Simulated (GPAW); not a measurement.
Computed results, one entry a study.

Quasiparticle gap of SrWO4 (I4_1/a) in GPAW. It takes space group I4_1/a (No. 88, tetragonal). The conventional cell has a = 5.440 Å, b = 5.440 Å, c = 11.940 Å, α = 90.00°, β = 90.00°, γ = 90.00°. Nearest to Sr lie 8 O at 2.58 to 2.62 Å. W has 4 O at 1.80 Å nearest. Nearest to O lie 1 W at 1.80 Å and 2 Sr at 2.58 to 2.62 Å. Farther neighbours and most contacts between anions are not listed. The calculation used DFT, LDA, plane waves, PAW (and 1 further level or step) in GPAW 26.7.0, with cutoff 600 eV, GPAW PAW setups 1.2.1 data release, 4×4×4 k-mesh, nbands 220 in one of its runs. The LDA gap is 4.32 eV, direct and the G0W0 gap on the mesh is 6.92 eV. The GW settings are 4×4×4 mesh, 210 bands, screening to 65 eV, Godby-Needs plasmon pole. The known limits are not at the basis limit; no spin-orbit coupling. It took 4 runs, 47 min in all on 8 MPI ranks of Arm Neoverse V1, shared host (the runs of this entry). G0W0 moves the gap on the mesh from 4.32 eV to 6.92 eV (+2.61 eV), with Z of 0.78 and 0.83 at the edges. Only 1 of the mesh's irreducible points was corrected, so a valley elsewhere could overtake. The cell and positions are those that the Materials Project relaxed with its own functionals (PBE, PBE+U or r2SCAN), kept fixed. Limits: no spin-orbit coupling. Bands and cutoff are finite, so the gap is not at the basis limit. The miss can reach some tenths of an eV and take either sign; the mesh is an error of its own.

```xyz
12
Lattice="-2.7201 2.7201 5.9699 2.7201 -2.7201 5.9699 2.7201 2.7201 -5.9699" Properties=species:S:1:pos:R:3 pbc="T T T"
Sr    0.0000    2.7201    2.9850
Sr    0.0000    0.0000    0.0000
W     2.7201    0.0000    2.9850
W     0.0000    0.0000    5.9699
O     1.2815   -0.7734    6.9610
O     3.4935    1.2815    3.9761
O     1.9467   -1.2815    3.9761
O     1.4386    3.4935    0.9911
O     4.0016   -0.7734    1.9938
O     0.7734    1.2815    4.9788
O     1.9467    1.4386   -0.9911
O     1.4386    0.7734    1.9938
```

[Paths, hosts, dates, memory and timing lines, banners, echoed tables and standing remarks are left out of the program output.]

[Logs are printed without paths, hosts, clocks, repeated set-up lines and the standing remarks that a program may print on its own settings, such as how far it seeks lower states.]

[Runs of the session that timed out or met a known fault of the program may be left out.]

[Hosts, paths, dates, database ids (printed as entryN), source tags and the programs' standing remarks are cut or masked in the printed files.]
